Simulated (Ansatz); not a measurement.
# Cs on Mg(0001): change of the work function, part 3 of 3

Aim: the work function of Mg(0001) at several coverages of Cs (fcc site), and the dipole that each adsorbate carries.

Ansatz 0.2.0; plane-wave DFT, PBE, Ansatz PAW.

So far, work function, upper face (eV): step 2 (the clean slab) 3.79; step 3 (37 atoms, coverage 0.111 ML, cell 3x3) 1.59.

## (4) The covered slab, k-mesh 6×6×1, coverage 0.25 ML

System of this step: Cs/Mg(0001). The cell holds 17 atoms: 16 Mg and 1 Cs. Its edges and angles: a = 6.420 Å, b = 6.420 Å, c = 29.354 Å, α = 90.0°, β = 90.0°, γ = 60.0°. Vacuum lies along c.

Another coverage, to see how the dipoles act on each other as their distance changes.

input.yaml reads:

```yaml
crystal:
  lattice:
    - [6.4199999999, 0.0, 0.0]
    - [3.21, 5.5598830922, 0.0]
    - [0.0, 0.0, 29.3540263164]
  atoms:
    - { symbol: Mg, position: [0.3333333333, 0.3333333333, 0.3066018918] }
    - { symbol: Mg, position: [0.0, 0.0, 0.3953978876] }
    - { symbol: Mg, position: [0.3333333333, 0.3333333333, 0.4843675383] }
    - { symbol: Mg, position: [0.0, 0.0, 0.573967148] }
    - { symbol: Mg, position: [0.3333333333, 0.8333333333, 0.3066018918] }
    - { symbol: Mg, position: [0.0, 0.5, 0.3953978876] }
    - { symbol: Mg, position: [0.3333333333, 0.8333333333, 0.4843675383] }
    - { symbol: Mg, position: [0.0, 0.5, 0.573967148] }
    - { symbol: Mg, position: [0.8333333333, 0.3333333333, 0.3066018918] }
    - { symbol: Mg, position: [0.5, 0.0, 0.3953978876] }
    - { symbol: Mg, position: [0.8333333333, 0.3333333333, 0.4843675383] }
    - { symbol: Mg, position: [0.5, 0.0, 0.573967148] }
    - { symbol: Mg, position: [0.8333333333, 0.8333333333, 0.3066018918] }
    - { symbol: Mg, position: [0.5, 0.5, 0.3953978876] }
    - { symbol: Mg, position: [0.8333333333, 0.8333333333, 0.4843675383] }
    - { symbol: Mg, position: [0.5, 0.5, 0.573967148] }
    - { symbol: Cs, position: [0.1666666667, 0.1666666667, 0.6933981082] }
kpoints:
  mp_grid: { grid: [6, 6, 1] }
hamiltonian:
  xc: pbe
scf:
  occupations: { method: fermi_dirac, width: 0.1 }
  convergence: { dr2_threshold: 1.0e-08 }
efield:
  axis: 3
  dipole_correction: true
  ramp_position: 0.97
  ramp_width: 0.06
relax:
  f_tol: 0.02
  max_steps: 60
  constraints: [{ sites: [0, 1, 4, 5, 8, 9, 12, 13] }]
output:
  dos: { projected: true, e_range: [-8, 4] }
  write_potential: true
  write_density: true
  volumetric_format: npy
  elf: true
```

Started as:

```console
$ ansatz run input.yaml --threads 4 --pin off --max-ram 16384MiB --backend cpu --events-out ev --progress --plain --runs-dir out
```

Log:

```text
[...]
Crystal: 17 atoms, lattice volume = 1047.776 Å³
Basis set: ecut = 420 eV, 20583 PW (Γ), exchange–correlation on 90×90×400 points (8 copies of the dense FFT grid, shifted against one another)
Bands: 102, of which v1, the nominal top of the filled ones, is band 85 counted from 1 (84 counted from 0)
Symmetry: 6 space group operations
[...]
k-points: 7 of 36 (time reversal used)
[...]
SCF iter   1: F=—  HF=-36449.734408 eV  |F-HF|=—  |Δ(HF+E_count)|=         —  Δρ=1.20e-3  dr2=9.41e-1  ethr=1.77e-3  p=0.372 e·Å  D=6.42e-2 V/Å  ΔV_dip=-1.88 eV  dr2_dipole=5.57e-1  V_vac-E_F(+/−)=1.84/3.72 eV  ⟨swp⟩=13.6  Hψ=4043  notcnv=0  defer=1
[...]
SCF iter   9: F=-36449.707050 eV  HF=-36449.707050 eV  |F-HF|=6.02e-9  |Δ(HF+E_count)|=   4.15e-8  Δρ=2.81e-7  dr2=7.66e-9  ethr=5.92e-12  p=0.368 e·Å  D=6.35e-2 V/Å  ΔV_dip=-1.86 eV  dr2_dipole=3.22e-9  V_vac-E_F(+/−)=1.89/3.75 eV  ⟨swp⟩=11.1  Hψ=3884  notcnv=0
SCF 1 converged in 9 iterations: F = -36449.707050 eV  dr2 = 7.66e-9
[...]
relax step   1: F+E_penalty+E_count = -36449.70705036 eV  Δ(F+E_penalty+E_count) = +0.000e0 eV  max|allowed force component| = 1.222e-1 eV/Å  Δτ_max = 0.0000 Å  (9 SCF iters, accepted)
[...]
SCF iter   7: F=-36449.716270 eV  HF=-36449.716270 eV  |F-HF|=4.51e-10  |Δ(HF+E_count)|=   1.73e-8  Δρ=2.34e-7  dr2=2.22e-9  ethr=5.92e-12  p=0.370 e·Å  D=6.40e-2 V/Å  ΔV_dip=-1.88 eV  dr2_dipole=1.95e-10  V_vac-E_F(+/−)=1.88/3.75 eV  ⟨swp⟩=10.1  Hψ=3752  notcnv=0
SCF 2 converged in 7 iterations: F = -36449.716270 eV  dr2 = 2.22e-9
relax step   2: F+E_penalty+E_count = -36449.71627025 eV  Δ(F+E_penalty+E_count) = -9.220e-3 eV  max|allowed force component| = 7.212e-2 eV/Å  Δτ_max = 0.0374 Å  (7 SCF iters, accepted)
SCF iter   1: F=—  HF=-36449.719983 eV  |F-HF|=—  |Δ(HF+E_count)|=         —  Δρ=2.19e-4  dr2=9.21e-4  ethr=2.94e-5  p=0.370 e·Å  D=6.40e-2 V/Å  ΔV_dip=-1.88 eV  dr2_dipole=2.41e-5  V_vac-E_F(+/−)=1.88/3.75 eV  ⟨swp⟩=5.4  Hψ=1845  notcnv=0
[...]
SCF iter   7: F=-36449.719942 eV  HF=-36449.719942 eV  |F-HF|=6.18e-10  |Δ(HF+E_count)|=   2.25e-8  Δρ=3.09e-7  dr2=3.12e-9  ethr=5.92e-12  p=0.372 e·Å  D=6.43e-2 V/Å  ΔV_dip=-1.89 eV  dr2_dipole=1.13e-9  V_vac-E_F(+/−)=1.87/3.75 eV  ⟨swp⟩=10.1  Hψ=3995  notcnv=0
SCF 3 converged in 7 iterations: F = -36449.719942 eV  dr2 = 3.12e-9
[...]
relax step   3: F+E_penalty+E_count = -36449.71994244 eV  Δ(F+E_penalty+E_count) = -3.672e-3 eV  max|allowed force component| = 6.903e-3 eV/Å  Δτ_max = 0.0662 Å  (7 SCF iters, accepted)
[...]
SCF converged after 7 iterations
Free energy (F): -36449.719942 eV
[...]
Internal energy: -36449.420252 eV  (E = F + TS)
E sigma→0 (E₀):  -36449.570097 eV
Entropy (-TS):   -0.299691 eV (-17.629 meV/atom)
Fermi energy:    0.732631 eV
Dipole field:    D = 0.064284 V/Å  (p = 0.372227 e·Å, saw-weighted, corrected)
Work function:   Φ+ = 1.8665 eV   Φ− = 3.7536 eV
[...]
--- Forces (eV/Å), atoms counted from 1 ---
  atom   1  Mg     0.00042524     0.00024551    -0.03020190
  atom   2  Mg     0.00849993     0.00490744     0.03256929
  atom   3  Mg     0.00352429     0.00203475    -0.00690327
  atom   4  Mg    -0.00080993    -0.00046762     0.00045672
  atom   5  Mg    -0.00000000    -0.00049103    -0.03020190
  atom   6  Mg    -0.00000000    -0.00981488     0.03256929
  atom   7  Mg    -0.00000000    -0.00406950    -0.00690327
  atom   8  Mg     0.00000000     0.00093523     0.00045672
  atom   9  Mg    -0.00042524     0.00024551    -0.03020190
  atom  10  Mg    -0.00849993     0.00490744     0.03256929
  atom  11  Mg    -0.00352429     0.00203475    -0.00690327
  atom  12  Mg     0.00080993    -0.00046762     0.00045672
  atom  13  Mg     0.00000000     0.00000000    -0.03128975
  atom  14  Mg    -0.00000000    -0.00000000     0.04140455
  atom  15  Mg     0.00000000     0.00000000    -0.00007600
  atom  16  Mg    -0.00000000    -0.00000000     0.00560998
  atom  17  Cs    -0.00000000    -0.00000000    -0.00344452
  max |Σ_I F_I| component: 3.32e-5 eV/Å
--- Band table (eV; the first three rows and the last of 7) ---
  k-point 0: bands = [... 81 lower, -0.3983, -0.3534, -0.3534, -0.3269, 0.5694, 0.8840, 0.8984, 0.8984, ... 13 higher]
  k-point 1: bands = [... 81 lower, -0.2023, 0.0790, 0.0810, 0.4459, 0.7086, 0.7552, 0.7622, 1.2612, ... 13 higher]
  k-point 2: bands = [... 81 lower, -0.0529, 0.0323, 0.8081, 0.8192, 1.1169, 1.5207, 1.5875, 1.6259, ... 13 higher]
  k-point 6: bands = [... 81 lower, 0.4270, 0.4304, 1.0070, 1.0129, 1.0595, 1.0849, 1.1016, 1.1016, ... 13 higher]
--- Relaxed structure (3 steps of the walk, 3 accepted, 0 SCFs on fresh bases) ---
  F+E_penalty+E_count = -36449.71994244 eV   max|allowed force component| = 6.903e-3 eV/Å
  atoms:
    - { symbol: Mg, position: [0.333333, 0.333333, 0.306602] }
    - { symbol: Mg, position: [2.666712e-17, 2.666712e-17, 0.395398] }
    - { symbol: Mg, position: [0.334131, 0.334131, 0.484304] }
    - { symbol: Mg, position: [-0.0011108, -0.0011108, 0.571983] }
    - { symbol: Mg, position: [0.333333, 0.833333, 0.306602] }
    - { symbol: Mg, position: [5.551115e-17, 0.500000, 0.395398] }
    - { symbol: Mg, position: [0.334131, 0.831739, 0.484304] }
    - { symbol: Mg, position: [-0.0011108, 0.502222, 0.571983] }
    - { symbol: Mg, position: [0.833333, 0.333333, 0.306602] }
    - { symbol: Mg, position: [0.500000, 2.666712e-17, 0.395398] }
    - { symbol: Mg, position: [0.831739, 0.334131, 0.484304] }
    - { symbol: Mg, position: [0.502222, -0.0011108, 0.571983] }
    - { symbol: Mg, position: [0.833333, 0.833333, 0.306602] }
    - { symbol: Mg, position: [0.5, 0.5, 0.395398] }
    - { symbol: Mg, position: [0.833333, 0.833333, 0.483394] }
    - { symbol: Mg, position: [0.5, 0.5, 0.577497] }
    - { symbol: Cs, position: [0.166667, 0.166667, 0.691590] }
```

Run time: 50 s. Hardware: 4 threads of Arm Neoverse V2, shared host; peak memory 2.6 GiB; 3.3 min of CPU time.

Step by step:

```
step  energy less that of the first step (eV)  largest force component (eV/Å)
   1                                   0.0000                          0.1222
   2                                  -0.0092                          0.0721
   3                                  -0.0129                          0.0069
```

The run keeps the 6 symmetry operations that the program found, so distortions that break them were not tested.

The atoms that moved most (Å):

```
atom      dx      dy      dz  length
Mg16   0.000   0.000   0.104   0.104
 Mg8   0.000   0.012  -0.058   0.060
Mg12   0.011  -0.006  -0.058   0.060
 Mg4  -0.011  -0.006  -0.058   0.060
Cs17   0.000   0.000  -0.053   0.053
Mg15   0.000   0.000  -0.029   0.029
 Mg3   0.008   0.004  -0.002   0.009
Mg11  -0.008   0.004  -0.002   0.009
```

Final coordinates:

```xyz
17
Lattice="6.4200 0.0000 0.0000 3.2100 5.5599 0.0000 0.0000 0.0000 29.3540" Properties=species:S:1:pos:R:3
Mg    3.2100    1.8533    9.0000
Mg    0.0000    0.0000   11.6065
Mg    3.2177    1.8577   14.2163
Mg   -0.0107   -0.0062   16.7900
Mg    4.8150    4.6332    9.0000
Mg    1.6050    2.7799   11.6065
Mg    4.8150    4.6244   14.2163
Mg    1.6050    2.7923   16.7900
Mg    6.4200    1.8533    9.0000
Mg    3.2100    0.0000   11.6065
Mg    6.4123    1.8577   14.2163
Mg    3.2207   -0.0062   16.7900
Mg    8.0250    4.6332    9.0000
Mg    4.8150    2.7799   11.6065
Mg    8.0250    4.6332   14.1896
Mg    4.8150    2.7799   16.9519
Cs    1.6050    0.9266   20.3009
```

This step gave:

| Property | Result |
| --- | --- |
| energy at zero smearing | -36449.5701 eV |
| work function, upper face | 1.866 eV |
| work function, lower face | 3.754 eV |
| dipole along the normal | 0.3722 e·Å |
| step between the vacuum levels | -1.887 eV |

Running mean over 2.60652 Å of the planar mean; the ramp of the sawtooth is left out. Table of electron's electrostatic potential energy less the Fermi level by z:

```
z (Å)  electron's electrostatic potential energy less the Fermi level (eV)
  3.5                                                                 3.75
  4.0                                                                 3.75
  4.5                                                                 3.75
  5.0                                                                 3.74
  5.5                                                                 3.70
  6.0                                                                 3.61
  6.5                                                                 3.32
  7.0                                                                 2.57
  7.5                                                                0.668
  8.0                                                                -2.10
  8.5                                                                -3.60
  9.0                                                                -4.03
  9.5                                                                -4.08
 10.0                                                                -4.04
 10.5                                                                -4.02
 11.0                                                                -4.02
 11.5                                                                -4.01
 12.0                                                                -4.01
 12.5                                                                -4.02
 13.0                                                                -4.03
 13.5                                                                -4.02
 14.0                                                                -4.01
 14.5                                                                -4.01
 15.0                                                                -4.00
 15.5                                                                -3.96
 16.0                                                                -4.00
 16.5                                                                -4.05
 17.0                                                                -3.95
 17.5                                                                -3.36
 18.0                                                                -1.67
 18.5                                                                0.277
 19.0                                                                0.593
 19.5                                                               0.0126
 20.0                                                               -0.633
 20.5                                                               -0.914
 21.0                                                               -0.725
 21.5                                                               -0.119
 22.0                                                                0.619
 22.5                                                                 1.23
 23.0                                                                 1.53
 23.5                                                                 1.68
 24.0                                                                 1.76
 24.5                                                                 1.81
 25.0                                                                 1.84
 25.5                                                                 1.85
 26.0                                                                 1.86
```

The density of states has structure finer than the step of the table below, so its rows give means over 0.5 eV. Peaks (eV: height): -2.44: 30.9, -1.74: 18.9, -1.68: 18.3, -0.90: 17.5, -0.69: 19.2, 1.20: 20.5, 1.65: 23.6.

Table of density of states by energy, zero at the Fermi level; means over each step:

```
energy (eV)  density of states (states/eV a cell)
       -7.0                                     0
       -6.5                                 0.805
       -6.0                                  1.53
       -5.5                                  3.14
       -5.0                                  3.30
       -4.5                                  3.16
       -4.0                                  5.15
       -3.5                                  3.65
       -3.0                                  6.59
       -2.5                                  5.25
       -2.0                                  7.79
       -1.5                                  5.64
       -1.0                                  8.95
       -0.5                                  6.88
        0.0                                  8.72
        0.5                                  8.78
        1.0                                  11.8
        1.5                                  12.5
```

Projected DOS per atom over height of the atomic layer and energy from the Fermi level. Layers: Mg4 Mg4 Mg4 Mg4 Cs from below.

Values in states/eV, 22 rows by 5 columns, each cell a mean:
```
0.09 0.10 0.09 0.09 0.24
0.12 0.11 0.09 0.09 0.16
0.22 0.17 0.18 0.23 0.66
0.14 0.08 0.10 0.17 0.99
0.12 0.13 0.13 0.14 0.66
0.15 0.15 0.14 0.14 0.40
0.28 0.23 0.23 0.26 0.35
0.17 0.23 0.22 0.15 0.14
0.46 0.35 0.35 0.45 0.11
0.27 0.25 0.25 0.26 0.09
0.34 0.29 0.30 0.35 0.06
0.30 0.26 0.26 0.31 0.04
0.26 0.23 0.24 0.27 0.03
0.32 0.27 0.27 0.33 0.03
0.17 0.18 0.18 0.17 0.02
0.18 0.24 0.23 0.19 0.01
0.16 0.23 0.23 0.17 0.01
0.05 0.15 0.15 0.05 0.00
0.03 0.11 0.11 0.03 0.00
0.00 0.00 0.00 0.00 0.00
0.00 0.00 0.00 0.00 0.00
0.00 0.00 0.00 0.00 0.00
```
Columns: height of the atomic layer (Å) from 9 to 20.3 (not evenly spaced); rows upwards: energy from the Fermi level (eV) from -7.96 to 1.95.

Electrostatic potential energy in the ca plane at fractional y = 0.000, with atoms of Mg within 0.2 Å of it. With pseudopotentials it is smooth inside the atoms' cores, unlike the true potential.

Ten even steps from '0' (-50 eV) to '9' (4 eV), each cell a mean:
```
84003799999999850016899999999999999999999999
87557899999999985468999999999999999999999999
99888999988999998889999999999999999999999999
99999999888899999999999999999999999999999999
99999999888899999999999999999999999999999999
98888999988999998889999999999999999999999999
87446899999999975468999999999999999999999999
84003799999999850016899999999999999999999999
73002799999999850016899999999999999999999999
85215899999999873147999999889999999999999999
98778999999999987788999998778899999999999999
99999999988899999999999987557899999999999999
99999999888899999999999986556899999999999999
99999999988899999999999987557899999999999999
98778999999999987788999998778899999999999999
85215899999999872147999999889999999999999999
73001799999999850006899999999999999999999999
```
Columns run along c (16.0 Å, from fractional 0.36 to 0.91 of the cell; values clipped at the 3rd and 97th percentile), rows up along a (6.4 Å). Atoms in or near the plane, at fractional coordinates: Mg at (0.40, 0.00), Mg at (0.57, 0.00), Mg at (0.40, 0.50), Mg at (0.57, 0.50).

Valence density in the ca plane at fractional y = 0.000, with atoms of Mg within 0.2 Å of it. It is the smooth field of the valence electrons, not physical close to the nuclei.

Values in e/Å³, 9 rows by 16 columns, each cell a mean:
```
 2  4  0  0  0  1  6  0  0  0  0  0  0  0  0  0
 0  0  0  0  0  0  0  0  0  0  0  0  0  0  0  0
 0  0  0  0  0  0  0  0  0  0  0  0  0  0  0  0
 1  2  0  0  0  0  3  0  0  0  0  0  0  0  0  0
 4 10  0  0  0  1 13  0  0  0  0  0  0  0  0  0
 0  1  0  0  0  0  1  0  0  0  0  0  0  0  0  0
 0  0  0  0  0  0  0  0  0  1  0  0  0  0  0  0
 0  0  0  0  0  0  0  0  0  0  0  0  0  0  0  0
 4  8  0  0  0  1 10  0  0  0  0  0  0  0  0  0
```
Columns run along c (16.0 Å, from fractional 0.36 to 0.91 of the cell), rows up along a (6.4 Å). Atoms in or near the plane, at fractional coordinates: Mg at (0.40, 0.00), Mg at (0.57, 0.00), Mg at (0.40, 0.50), Mg at (0.57, 0.50).

ELF in the ca plane at fractional y = 0.000, with atoms of Mg within 0.2 Å of it. It is the smooth field of the valence electrons, not physical close to the nuclei.

Values, 9 rows by 16 columns, each cell a mean:
```
0.20 0.24 0.44 0.60 0.61 0.22 0.29 0.27 0.22 0.03 0.03 0.04 0.15 0.18 0.09 0.03
0.38 0.32 0.47 0.15 0.36 0.41 0.33 0.51 0.28 0.08 0.07 0.16 0.25 0.18 0.08 0.02
0.47 0.43 0.46 0.09 0.30 0.48 0.46 0.55 0.28 0.09 0.09 0.18 0.26 0.18 0.08 0.02
0.19 0.19 0.46 0.52 0.57 0.22 0.23 0.31 0.24 0.03 0.02 0.06 0.18 0.18 0.08 0.03
0.24 0.29 0.41 0.67 0.64 0.24 0.34 0.22 0.13 0.18 0.18 0.04 0.09 0.17 0.10 0.03
0.21 0.17 0.47 0.39 0.50 0.26 0.18 0.34 0.16 0.72 0.67 0.14 0.05 0.15 0.11 0.03
0.53 0.52 0.45 0.07 0.26 0.51 0.60 0.48 0.28 0.87 0.83 0.25 0.04 0.15 0.11 0.04
0.28 0.21 0.48 0.28 0.43 0.33 0.22 0.40 0.19 0.79 0.74 0.17 0.05 0.15 0.11 0.03
0.23 0.28 0.42 0.65 0.63 0.23 0.33 0.23 0.12 0.30 0.29 0.05 0.07 0.17 0.10 0.03
```
Columns run along c (16.0 Å, from fractional 0.36 to 0.91 of the cell), rows up along a (6.4 Å). Atoms in or near the plane, at fractional coordinates: Mg at (0.40, 0.00), Mg at (0.57, 0.00), Mg at (0.40, 0.50), Mg at (0.57, 0.50).

The relaxation took 3 steps and lowered the energy by 0.013 eV; the largest force on the free atoms ends at 0.0069 eV/Å.

By hand: a sheet of dipoles makes a step −p/(ε₀A) in the electron's potential. With e/ε₀ = 180.95 V·Å, p = 0.3722 e·Å and A = 35.69 Å², that is −180.95 × (0.3722) / 35.69 = -1.887 eV, and the two vacuum levels of the run differ by -1.887 eV.

The covered face has 1.87 eV, -1.92 eV against the clean one; the bare back face has moved by -0.04 eV, a measure of how thin the slab is.

## (5) Work function against coverage

This step: plane-wave DFT, PBE, Ansatz PAW; work function against coverage (Ansatz 0.2.0).

The runs are now put side by side.

This step gave:

```yaml
work_function_of_the_clean_face: 3.787 eV
largest_change_of_the_work_function: -2.194 eV
```

The work function of the covered face by coverage:

```
coverage (adsorbates/nm²)  work function of the covered face (eV)
                     0.00                                    3.79
                     1.25                                    1.59
                     2.80                                    1.87
```

The dipole per adsorbate comes from the change of the cell's dipole. Coverage, by row:

```
coverage (1/nm²)  coverage (ML)  work function (eV)  change (eV)  dipole per adsorbate, positive end outwards (debye)  mean height of the added atoms over the highest substrate atom (Å)
           1.245         0.1111               1.594       -2.194                                                4.634                                                               3.262
           2.802           0.25               1.867       -1.921                                                1.784                                                               3.349
```

## (6) Results

| Property | Result |
| --- | --- |
| work function of the clean face | 3.79 eV |
| work function at 0.11 ML | 1.59 eV |
| work function at 0.25 ML | 1.87 eV |
| dipole per adsorbate at 0.11 ML, positive end outwards | 4.63 D |

**Reading.** Cs lowers the work function of Mg(0001) at the lowest coverage, by 2.19 eV: the adsorbate layer has its positive end outwards. The slab has 4 layers, at the tabulated experimental lattice constant, one starting site was run, and quantum-size effects of a slab this thin can reach one or two tenths of an eV.

[Long decimals in the printed logs are rounded to 6 places.]

[Logs are printed without paths, hosts, clocks, repeated set-up lines and the standing remarks that a program may print on its own settings, such as how far it seeks lower states.]

[Hosts, paths, dates, database ids (printed as entryN), source tags and the programs' standing remarks are cut or masked in the printed files.]

[Maps of the electrostatic potential energy from Ansatz leave out the sawtooth potential of an applied field or a dipole correction, so their vacuum need not be flat; planar profiles and work functions include it.]

[The density of states shown here was stored with 400 of the rows of the run's finer table, so its peaks can read low, often by over a quarter, or be missed, and its means over a window can be off by a tenth or more.]
